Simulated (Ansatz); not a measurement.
**CaSiS3 (model cell, started as cubic perovskite with Si in the octahedra): phonons and vibrational spectra**

Task: relax CaSiS3 (model cell, started as cubic perovskite with Si in the octahedra), then find its harmonic phonons.

Calculated with Ansatz 0.2.0; DFT LDA, scalar-relativistic, plane waves, PAW; PAW set soft_1.

The structure was built from a prototype and need not be the compound's stable phase.

## 1. The structure

It takes space group Pm-3m (No. 221, cubic). The conventional cell has a = 4.390 Å, b = 4.390 Å, c = 4.390 Å, α = 90.00°, β = 90.00°, γ = 90.00°. Nearest to Ca lie 12 S at 3.10 Å. Si has 6 S at 2.20 Å nearest. Nearest to S lie 2 Si at 2.20 Å and 4 Ca at 3.10 Å. Farther neighbours and most contacts between anions are not listed.

Structure file:

```cif
data_structure
_symmetry_space_group_name_H-M 'Pm-3m'
_symmetry_Int_Tables_number 221
_cell_length_a 4.3904
_cell_length_b 4.3904
_cell_length_c 4.3904
_cell_angle_alpha 90.000
_cell_angle_beta 90.000
_cell_angle_gamma 90.000
_cell_volume 84.63
loop_
_atom_site_label
_atom_site_type_symbol
_atom_site_symmetry_multiplicity
_atom_site_Wyckoff_symbol
_atom_site_fract_x
_atom_site_fract_y
_atom_site_fract_z
_atom_site_occupancy
Ca1 Ca 1 a 0.00000 0.00000 0.00000 1
Si1 Si 1 b 0.50000 0.50000 0.50000 1
S1 S 3 c 0.50000 0.50000 0.00000 1
```

## 2. Coarse relaxation

A rough relaxation comes first, because large forces or stress need no tight tolerances yet.

Contents of input.yaml:

```yaml
crystal:
  lattice:
    - [4.3904, 0.0, 0.0]
    - [0.0, 4.3904, 0.0]
    - [0.0, 0.0, 4.3904]
  atoms:
    - { symbol: Ca, position: [0.0, 0.0, 0.0] }
    - { symbol: Si, position: [0.5, 0.5, 0.5] }
    - { symbol: S, position: [0.5, 0.5, 0.0] }
    - { symbol: S, position: [0.5, 0.0, 0.5] }
    - { symbol: S, position: [0.0, 0.5, 0.5] }
kpoints:
  mp_grid: { grid: [4, 4, 4] }
hamiltonian:
  xc: lda
  pseudopotentials: { kind: paw, azcp: { folder: soft_1 }, xc_functional: pbe }
scf:
  occupations: { method: gaussian, width: 0.1 }
output:
  forces: true
  stress: true
  eigenvalues: true
relax:
  adjacent_minimum: "off"
  f_tol: 0.05
  max_steps: 80
  cell: { stress_tol: 0.5 }
```

Started as:

```console
> ansatz run input.yaml --threads 4 --pin off --max-ram 16384MiB --backend cpu --events-out ev --progress --plain --runs-dir out
```

Numbers of over 12 decimals in the logs are rounded to 6 here.

The program printed:

```text
The last accepted step is kept in <dir> (removed where the run ends without a failure and the disk answers)
Engine: ansatz 0.2.0, aarch64-unknown-linux-gnu
Pseudopotentials: kind: paw
Pseudopotential: Ca, paw, valence charge 10, recommended cutoff 420 eV (normal), soft_1/Ca.paw.azcp
Pseudopotential: Si, paw, valence charge 4, recommended cutoff 420 eV (normal), soft_1/Si.paw.azcp
[...]
F+E_penalty+E_count = -4994.19566108 eV   max|allowed force component| = 3.247e-30 eV/Å   (the final SCF, on the basis selected at the relaxed cell)
  cell:  # Å, volume = 92.2389 Å³
    - [4.518261, 0, 0]
    - [0, 4.518261, 0.0]
    - [0, 0.0, 4.518261]
  atoms:
    - { symbol: Ca, position: [0, 0, 0] }
    - { symbol: Si, position: [0.5, 0.5, 0.5] }
    - { symbol: S, position: [0.5, 0.5, 0] }
    - { symbol: S, position: [0.5, 0, 0.5] }
    - { symbol: S, position: [0, 0.5, 0.5] }
[key lines of the parts left out:]
SCF converged after 3 iterations
Free energy (F): -4994.195661 eV
Fermi energy:    7.571270 eV
P = ⅓ Tr σ = 0.3068 GPa (3.068 kbar)
```

The job ended after 1.8 s (4 threads of Arm Neoverse V1, shared host; peak memory 0.33 GiB; 6 s of CPU time).

Step by step:

| step | energy less that of the first step (eV) | largest force component (eV/Å) | pressure (GPa) | volume (Å³) |
| --- | --- | --- | --- | --- |
| 1 | 0.0000 | 0.0000 | 9.11 | 84.63 |
| 2 | -0.1911 | 0.0000 | 2.25 | 90.23 |
| 3 | -0.2064 | 0.0000 | 0.29 | 92.24 |
| 4* | -0.2083 | 0.0000 | 0.31 | 92.24 |

Relaxation steps marked * repeat the geometry before them on a plane-wave basis chosen anew for their cell, so energy and pressure can jump there.

Forces are held to the 48 operations that the run works with; a distortion that breaks them can't arise in this run.

| conventional cell, symmetrised | before | after | change |
| --- | --- | --- | --- |
| a (Å) | 4.390 | 4.518 | +2.9 % |
| b (Å) | 4.390 | 4.518 | +2.9 % |
| c (Å) | 4.390 | 4.518 | +2.9 % |
| volume (Å³/atom) | 16.93 | 18.45 | +9.0 % |

Final coordinates:

```cif
data_structure
_symmetry_space_group_name_H-M 'P 1'
_symmetry_Int_Tables_number 1
_cell_length_a 4.5183
_cell_length_b 4.5183
_cell_length_c 4.5183
_cell_angle_alpha 90.000
_cell_angle_beta 90.000
_cell_angle_gamma 90.000
_cell_volume 92.24
loop_
_atom_site_label
_atom_site_type_symbol
_atom_site_fract_x
_atom_site_fract_y
_atom_site_fract_z
_atom_site_occupancy
Ca1 Ca 0.00000 0.00000 0.00000 1
Si2 Si 0.50000 0.50000 0.50000 1
S3 S 0.50000 0.50000 0.00000 1
S4 S 0.50000 0.00000 0.50000 1
S5 S 0.00000 0.50000 0.50000 1
```

This step gave:

```
pressure          : 0.3068 GPa
volume per atom   : 18.45 Å³
gap on the k-mesh : 0 eV
```

In this step the volume went from 16.93 to 18.45 Å³/atom.

## 3. Bringing the structure to rest

The cell and atoms are relaxed, since residual forces and stress would shift the frequencies.

Edit input.yaml of step 2 so:

```diff
@@ -2,5 +2,5 @@
   lattice:
-    - [4.3904, 0.0, 0.0]
-    - [0.0, 4.3904, 0.0]
-    - [0.0, 0.0, 4.3904]
+    - [4.5182609479, 0.0, 0.0]
+    - [0.0, 4.5182609479, 0.0]
+    - [0.0, 0.0, 4.5182609479]
   atoms:
@@ -12,3 +12,3 @@
 kpoints:
-  mp_grid: { grid: [4, 4, 4] }
+  mp_grid: { grid: [8, 8, 8] }
 hamiltonian:
@@ -22,6 +22,10 @@
   eigenvalues: true
+  write_density: true
+  write_potential: true
+  elf: true
+  volumetric_format: npy
 relax:
   adjacent_minimum: "off"
-  f_tol: 0.05
+  f_tol: 0.005
   max_steps: 80
-  cell: { stress_tol: 0.5 }
+  cell: { stress_tol: 0.05 }
```

The program printed:

```text
[...]
Crystal: 5 atoms, lattice volume = 92.239 Å³
Basis set: ecut = 420 eV, 1839 PW (Γ)
Bands: 21, of which v1, the nominal top of the filled ones, is band 16 counted from 1 (15 counted from 0)
Symmetry: 48 space group operations
[...]
k-points: 35 of 512
[...]
SCF iter   1: F=—  HF=-4995.321091 eV  |F-HF|=—  |Δ(HF+E_count)|=         —  Δρ=4.09e-2  dr2=3.32e0  ethr=3.10e-3  ⟨swp⟩=8.3  Hψ=4800  notcnv=0
[...]
SCF iter   8: F=-4994.224859 eV  HF=-4994.224859 eV  |F-HF|=6.32e-9  |Δ(HF+E_count)|=   1.84e-7  Δρ=3.12e-6  dr2=1.37e-8  ethr=3.13e-10  ⟨swp⟩=17.5  Hψ=7007  notcnv=0
SCF 1 converged in 8 iterations: F = -4994.224859 eV  dr2 = 1.37e-8
[...]
relax step   1: F+E_penalty+E_count = -4994.22485926 eV  Δ(F+E_penalty+E_count) = +0.000e0 eV  max|allowed force component| = 7.126e-30 eV/Å  Δτ_max = 0.0000 Å  P = +0.140 GPa  Ω = 92.239 Å³  (8 SCF iters, dr2 threshold 1.00e-7 eV, accepted)
Crystal: 5 atoms, lattice volume = 92.347 Å³
[...]
SCF iter   4: F=-4994.224898 eV  HF=-4994.224898 eV  |F-HF|=1.60e-9  |Δ(HF+E_count)|=   2.27e-8  Δρ=1.36e-6  dr2=3.09e-9  ethr=1.52e-10  ⟨swp⟩=10.8  Hψ=5273  notcnv=0
SCF 2 converged in 4 iterations: F = -4994.224898 eV  dr2 = 3.09e-9
relax step   2: F+E_penalty+E_count = -4994.22489842 eV  Δ(F+E_penalty+E_count) = -3.916e-5 eV  max|allowed force component| = 8.244e-30 eV/Å  Δτ_max = 0.0000 Å  P = +0.040 GPa  Ω = 92.347 Å³  energy of the carried Pulay correction = -2.155e-5 eV  (4 SCF iters, dr2 threshold 4.87e-8 eV, accepted)
[...]
SCF iter   1: F=—  HF=-4994.224943 eV  |F-HF|=—  |Δ(HF+E_count)|=         —  Δρ=3.59e-6  dr2=5.78e-9  ethr=6.91e-7  ⟨swp⟩=3.9  Hψ=6876  notcnv=0
eigensolver tolerance schedule: the retry pair's looser diagonalisation over-reported the residual by 38305.00 of it (diagonalisation noise at an unbounded share of the residual, at the tolerance the schedule requests for it); recorded, not acted on — ethr = c·dr2/N_el stays at c = 1.0e-1
[...]
SCF iter   2: F=—  HF=-4994.224938 eV  |F-HF|=—  |Δ(HF+E_count)|=   4.29e-6  Δρ=1.71e-6  dr2=2.20e-9  ethr=1.81e-11  ⟨swp⟩=4.3  Hψ=2139  notcnv=0
[...]
SCF iter   5: F=-4994.224938 eV  HF=-4994.224938 eV  |F-HF|=9.09e-12  |Δ(HF+E_count)|=  1.82e-11  Δρ=1.43e-7  dr2=1.55e-11  ethr=1.00e-12  ⟨swp⟩=9.1  Hψ=4270  notcnv=0
SCF 3 converged in 5 iterations: F = -4994.224938 eV  dr2 = 1.55e-11
relax step   3: F+E_penalty+E_count = -4994.22493842 eV  Δ(F+E_penalty+E_count) = -4.000e-5 eV  max|allowed force component| = 8.848e-30 eV/Å  Δτ_max = 0.0000 Å  P = +0.040 GPa  Ω = 92.347 Å³  stress off target by 3.97e-2 GPa  SCF on the basis re-selected at this cell (its energy is not comparable with the rows above)  (5 SCF iters)
[...]
SCF converged after 5 iterations
Free energy (F): -4994.224938 eV
[...]
Internal energy: -4994.212438 eV  (E = F + TS)
E sigma→0 (E₀):  -4994.218688 eV
Entropy (-TS):   -0.012500 eV (-2.500 meV/atom)
Fermi energy:    7.985645 eV
[...]
--- Stress (GPa, compression-positive) ---
        0.039739       0.000000       0.000000
        0.000000       0.039739       0.000000
        0.000000       0.000000       0.039739
  P = ⅓ Tr σ = 0.0397 GPa (0.397 kbar)
--- Band table (eV; the first three rows and the last of 35) ---
  k-point 0: bands = [... 12 lower, 6.6831, 6.6831, 7.0534, 7.0534, 7.0534, 10.5052, 10.5052, 10.6344, ... 1 higher]
  k-point 1: bands = [... 12 lower, 6.4795, 6.4795, 6.8360, 6.9483, 6.9483, 10.6443, 10.7114, 10.8510, ... 1 higher]
  k-point 2: bands = [... 12 lower, 5.9814, 6.0367, 6.8142, 6.8142, 6.8639, 10.9310, 10.9874, 11.6091, ... 1 higher]
  k-point 34: bands = [... 12 lower, 6.0498, 8.4818, 8.4818, 8.4818, 10.2708, 10.3901, 10.3901, 10.3901, ... 1 higher]
--- Relaxed structure (2 steps of the walk, 2 accepted, 1 SCFs on fresh bases) ---
[...]
cell:  # Å, volume = 92.3474 Å³
    - [4.520033, 0.0, 0.0]
    - [0.0, 4.520033, 0.0]
    - [0.0, 0.0, 4.520033]
  atoms:
    - { symbol: Ca, position: [0, 0, 0] }
    - { symbol: Si, position: [0.5, 0.5, 0.5] }
    - { symbol: S, position: [0.5, 0.5, 0] }
    - { symbol: S, position: [0.5, 0, 0.5] }
    - { symbol: S, position: [0, 0.5, 0.5] }
```

Run time: 3.9 s. Hardware: 4 threads; peak memory 0.4 GiB; 14 s of CPU time.

Little changed from the start: no atom moved by 0.005 Å and no cell edge by 0.1 %.

Numbers from this step:

```
pressure        : 0.03974 GPa
volume per atom : 18.47 Å³
```

Electrostatic potential energy in the ac plane at fractional y = 0.500, with atoms of Si and S within 0.2 Å of it. With pseudopotentials it is smooth inside the atoms' cores, unlike the true potential.

Ten even steps from '0' (-34 eV) to '9' (12 eV), each cell a mean:
```
99997200048999
99998511379999
99999866789999
88999877789998
35788633478874
00587212147730
20376146237610
00376124137610
13687411268852
77898766789987
99999877889999
99998633579999
99997300058999
99997102038999
```
Columns run along a (4.5 Å; values clipped at the 3rd and 97th percentile), rows up along c (4.5 Å). Atoms in or near the plane, at fractional coordinates: Si at (0.50, 0.50), S at (0.50, 0.00), S at (0.00, 0.50).

Valence density in the ac plane at fractional y = 0.500, with atoms of Si and S within 0.2 Å of it. It is the smooth field of the valence electrons, not physical close to the nuclei.

Ten even steps from '0' (0.0 e/Å³) to '9' (1.1 e/Å³), each cell a mean:
```
00015976983100
00013799952000
11012467531001
43211244321123
87422233322358
89743321233599
38954311134796
69854311234697
98632233322479
54211244321235
21111355421111
00012689742000
00014898973100
00025963884100
```
Columns run along a (4.5 Å), rows up along c (4.5 Å). Atoms in or near the plane, at fractional coordinates: Si at (0.50, 0.50), S at (0.50, 0.00), S at (0.00, 0.50).

ELF in the ac plane at fractional y = 0.500, with atoms of Si and S within 0.2 Å of it. It is the smooth field of the valence electrons, not physical close to the nuclei.

Ten even steps from '0' (0.02) to '9' (0.86), each cell a mean:
```
00279831599510
21147987896211
64114799863125
98522588742369
99854567644699
47987544467885
03898545478971
15988544468983
89965555555798
99633588742479
86313689852147
32136998985112
00269953798410
00389810499620
```
Columns run along a (4.5 Å), rows up along c (4.5 Å). Atoms in or near the plane, at fractional coordinates: Si at (0.50, 0.50), S at (0.50, 0.00), S at (0.00, 0.50).

In this step the volume went from 18.45 to 18.47 Å³/atom.

## 4. Relaxing to small forces for the phonons

Phonons need a cell at rest on their own settings, so the relaxation is repeated with tight tolerances on forces and stress on the k mesh and occupations of the first response run.

input.yaml, the sections that differ from step 3:

```yaml
crystal:
  lattice:
    - [4.5200326971, 0.0, 0.0]
    - [0.0, 4.5200326971, 0.0]
    - [0.0, 0.0, 4.5200326971]
  atoms:
    - { symbol: Ca, position: [0.0, 0.0, 0.0] }
    - { symbol: Si, position: [0.5, 0.5, 0.5] }
    - { symbol: S, position: [0.5, 0.5, 0.0] }
    - { symbol: S, position: [0.5, 0.0, 0.5] }
    - { symbol: S, position: [0.0, 0.5, 0.5] }
scf:
  occupations: { method: methfessel_paxton, width: 0.2 }
relax:
  adjacent_minimum: "off"
  f_tol: 0.001
  max_steps: 60
  cell: { stress_tol: 0.01 }
# kpoints, hamiltonian, output: as in step 3
```

The program printed:

```text
[...]
Crystal: 5 atoms, lattice volume = 92.347 Å³
Basis set: ecut = 420 eV, 1839 PW (Γ)
Bands: 21, of which v1, the nominal top of the filled ones, is band 16 counted from 1 (15 counted from 0)
Symmetry: 48 space group operations
[...]
k-points: 35 of 512
[...]
--- Relaxed structure (3 steps of the walk, 3 accepted, 1 SCFs on fresh bases) ---
[...]
cell:  # Å, volume = 92.3882 Å³
    - [4.520697, 0, 0]
    - [0, 4.520697, 0.0]
    - [0, 0.0, 4.520697]
  atoms:
    - { symbol: Ca, position: [0, 0, 0] }
    - { symbol: Si, position: [0.5, 0.5, 0.5] }
    - { symbol: S, position: [0.5, 0.5, 0] }
    - { symbol: S, position: [0.5, 0, 0.5] }
    - { symbol: S, position: [0, 0.5, 0.5] }
[key lines of the parts left out:]
SCF converged after 7 iterations
Free energy (F): -4994.221551 eV
Fermi energy:    7.983077 eV
P = ⅓ Tr σ = 0.0001 GPa (0.001 kbar)
```

It took 4.9 s on 4 threads; peak memory 0.4 GiB; 18 s of CPU time.

Little changed from the start: no atom moved by 0.005 Å and no cell edge by 0.1 %.

This step gave:

| Property | Result |
| --- | --- |
| pressure | 7.03e-5 GPa |
| volume per atom | 18.48 Å³ |

Valence density in the ac plane at fractional y = 0.500, with atoms of Si and S within 0.2 Å of it. It is the smooth field of the valence electrons, not physical close to the nuclei.

Ten even steps from '0' (0.0 e/Å³) to '9' (1.1 e/Å³), each cell a mean:
```
00015976983100
00013799952000
11012467531001
43211244321123
87422233322358
89743321233599
38954311134796
69854311234697
98632233322479
54211244321235
21111355421111
00012689742000
00014898973100
00025963884100
```
Columns run along a (4.5 Å), rows up along c (4.5 Å). Atoms in or near the plane, at fractional coordinates: Si at (0.50, 0.50), S at (0.50, 0.00), S at (0.00, 0.50).

Electrostatic potential energy in the ac plane at fractional y = 0.500, with atoms of Si and S within 0.2 Å of it. With pseudopotentials it is smooth inside the atoms' cores, unlike the true potential.

Ten even steps from '_' (-34 eV) to '@' (12 eV), each cell a mean:
```
@@@@@@@@##::______==%%@@@@@@
@@@@@@@@%%++....--##@@@@@@@@
@@@@@@@@@@%%****##%%@@@@@@@@
%%%%@@@@@@%%######%%@@@@@@%%
--++##%%%%**----==##%%%%##==
____++%%##::..::..==####--__
::__--##**..==**::--##**..__
____--##**..::==..--##**..__
..--**%%##==....::**%%%%++::
####%%@@%%##****##%%@@@@%%##
@@@@@@@@@@%%####%%%%@@@@@@@@
@@@@@@@@%%**----++##@@@@@@@@
@@@@@@@@##--______++%%@@@@@@
@@@@@@@@##..__::__--%%@@@@@@
```
Columns run along a (4.5 Å; values clipped at the 3rd and 97th percentile), rows up along c (4.5 Å). Atoms in or near the plane, at fractional coordinates: Si at (0.50, 0.50), S at (0.50, 0.00), S at (0.00, 0.50).

ELF in the ac plane at fractional y = 0.500, with atoms of Si and S within 0.2 Å of it. It is the smooth field of the valence electrons, not physical close to the nuclei.

Values, 14 rows by 14 columns, each cell a mean:
```
0.05 0.08 0.24 0.65 0.83 0.77 0.30 0.13 0.51 0.83 0.79 0.48 0.16 0.06
0.19 0.13 0.14 0.39 0.69 0.80 0.70 0.64 0.75 0.78 0.60 0.25 0.12 0.16
0.56 0.39 0.18 0.17 0.41 0.68 0.80 0.82 0.77 0.58 0.30 0.14 0.25 0.48
0.83 0.74 0.48 0.23 0.26 0.51 0.73 0.77 0.66 0.40 0.22 0.30 0.60 0.79
0.83 0.82 0.72 0.48 0.39 0.48 0.60 0.64 0.55 0.43 0.40 0.58 0.78 0.83
0.39 0.61 0.80 0.72 0.63 0.48 0.37 0.38 0.39 0.55 0.66 0.77 0.75 0.51
0.02 0.31 0.77 0.80 0.75 0.52 0.40 0.48 0.38 0.64 0.77 0.82 0.64 0.13
0.15 0.45 0.79 0.77 0.70 0.50 0.36 0.40 0.37 0.60 0.73 0.80 0.70 0.30
0.74 0.79 0.77 0.59 0.49 0.48 0.50 0.52 0.48 0.48 0.51 0.68 0.80 0.77
0.86 0.79 0.59 0.31 0.29 0.49 0.70 0.75 0.63 0.39 0.26 0.41 0.69 0.83
0.72 0.57 0.29 0.16 0.31 0.59 0.77 0.80 0.72 0.48 0.23 0.17 0.39 0.65
0.31 0.20 0.12 0.29 0.59 0.77 0.79 0.77 0.80 0.72 0.48 0.18 0.14 0.24
0.08 0.09 0.20 0.57 0.79 0.79 0.45 0.31 0.61 0.82 0.74 0.39 0.13 0.08
0.04 0.08 0.31 0.72 0.86 0.74 0.15 0.02 0.39 0.83 0.83 0.56 0.19 0.05
```
Columns run along a (4.5 Å), rows up along c (4.5 Å). Atoms in or near the plane, at fractional coordinates: Si at (0.50, 0.50), S at (0.50, 0.00), S at (0.00, 0.50).

The forces vanish by symmetry and the pressure is 0.000 GPa, within the tolerances set. The cell now holds 18.48 Å³/atom.

(Continued in part 2 of 2.)

[Logs are printed without paths, hosts, clocks, repeated set-up lines and the standing remarks that a program may print on its own settings, such as how far it seeks lower states.]

[Hosts, paths, dates, database ids (printed as entryN), source tags and the programs' standing remarks are cut or masked in the printed files.]
